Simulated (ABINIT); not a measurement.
An input for ABINIT 10.8.3 (BaZrSe3 (P1)):

```
acell 3*1.0 Angstrom
rprim 
  5.287383000000 -0.000000000000 -0.000000000000
  0.003576000000 5.296392000000 -0.000000000000
  0.007950000000 0.010054000000 5.309462000000
ntypat 3
znucl 56 40 34
natom 5
typat 1 2 3 3 3
xred 
  0.998643000000 0.998478000000 0.998673000000
  0.476578000000 0.490069000000 0.476727000000
  0.488317000000 0.998506000000 0.502693000000
  0.983845000000 0.511636000000 0.518540000000
  0.492614000000 0.501310000000 0.993370000000
pp_dirpath "pseudos"
pseudos "Ba.upf, Zr.upf, Se.upf"
ecut 48
ngkpt 2 2 2
nshiftk 1
shiftk 0 0 0
kptopt 1
chksymbreak 0
istwfk *1
occopt 1
irdwfk 1
optdriver 4
nband 102
gwcalctyp 0
ecutsigx 48
symsigma 1
nkptgw 2
kptgw 
  0.5000000000 0.5000000000 0.5000000000
  0.0000000000 0.0000000000 0.0000000000
bdgw 
  46 49
  46 49
ecuteps 2.8
irdscr 1
ppmodel 1
indata_prefix "in"
outdata_prefix "out"
tmpdata_prefix "tmp"
```

```sh
OMP_NUM_THREADS=1 mpirun -n 8 abinit run.abi > log
```

Q: Estimate wall time and host memory on 8 MPI ranks of Intel Xeon Platinum 8488C (Sapphire Rapids), shared host.

It took 17 s; on shared hardware allow 8.3 s to 33 s. Peak host memory was 3.2 GiB.

[Paths, hosts, dates, memory and timing lines, banners, echoed tables and standing remarks are left out of the program output.]

[Logs are printed without paths, hosts, clocks, repeated set-up lines and the standing remarks that a program may print on its own settings, such as how far it seeks lower states.]

[Runs of the session that timed out or met a known fault of the program may be left out.]

[Hosts, paths, dates, database ids (printed as entryN), source tags and the programs' standing remarks are cut or masked in the printed files.]

[G0W0 gaps are taken among the corrected bands and points alone; a level outside them can change the order at an edge.]

[Where Ansatz stands beside ABINIT at settings called matched, ABINIT's density can come from a denser mesh and the files from another edition; pairs whose starting gaps differed by over 0.03 eV were left out, so agreement reads better than it is.]
